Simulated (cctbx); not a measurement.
# Which space group?

Cell: a = 3.9900 Å, b = 3.9900 Å, c = 6.7070 Å, α = 90.00°, β = 90.00°, γ = 120.00°. Expected content of the cell: Yb1 Zn2 V2.

The data are simulated with cctbx, not measured: Mo Kα, λ = 0.71073 Å, to d = 0.75 Å, 70 % of the full sphere, strongest reflection 70000 counts, noise from counting, a 2 % proportional error and a noise floor of 4 counts (s.d.); no absorption.

Tests on the unmerged data give:

```text
610 reflections to d = 0.754 A
centring   violations  <I/sigma> of those
    A        275 of   286     37.2
    B        281 of   297     36.9
    C        280 of   295     37.4
    I        280 of   290     36.9
    R        372 of   399     32.5
    F        418 of   439     37.1
Laue class    unique    Rint  (classes that these axes allow; Friedel mates merged)
P -1              398   0.012
P 1 1 2/m         241   0.375
P -3              156   0.015
P -3 1 m           98   0.393
P -3 m 1          111   0.016
P 6/m              89   0.393
P 6/m m m          71   0.394
space group    extra absences  I>4sigma  <I/sigma>
P 3 2 1                 0          0         -  acentric
P 3 m 1                 0          0         -  acentric
P -3 m 1                0          0         -  centric
Wilson B = 0.24 A^2   <|E^2-1|> = 0.695 (0.968 centric, 0.736 acentric)   E^2>4: 0.0 %
shell (A)         n   <I/sigma>
 6.71 - 1.50     21     69.6
 1.50 - 1.20     14     84.8
 1.20 - 1.04     13     65.5
 1.04 - 0.95     10     87.9
 0.95 - 0.88     13     86.2
 0.88 - 0.83     18     78.1
 0.83 - 0.79      8     63.8
 0.79 - 0.75     14     96.6
```

Q: Read the symmetry from these tables.

Every centring test has many violations, so the lattice is primitive.

Rint stays low (0.012 to 0.016) up to P -3 m 1 and is 0.375 or more in the other classes.

3 settings pass the absence test. No glide or screw absences show, which leaves P 3 2 1, P 3 m 1 and P -3 m 1.

⟨|E²−1|⟩ = 0.695 leans to a non-centrosymmetric structure. Here that hint misleads: the statistic assumes many like atoms on general positions, and few, heavy or special-position atoms break it. The Wilson B of 0.24 Å² means U ≈ 0.0030 Å².

The true group is P-3m1 (no. 164), Laue class -3m, centrosymmetric. The tables only narrow the choice to the tied entries; cell content, site symmetry and trial solutions must settle it.

The model is made up (kin elements in a known structure type, no relaxation), so it says nothing on whether the phase exists.

[Logs are printed without paths, hosts, clocks, repeated set-up lines and the standing remarks that a program may print on its own settings, such as how far it seeks lower states.]
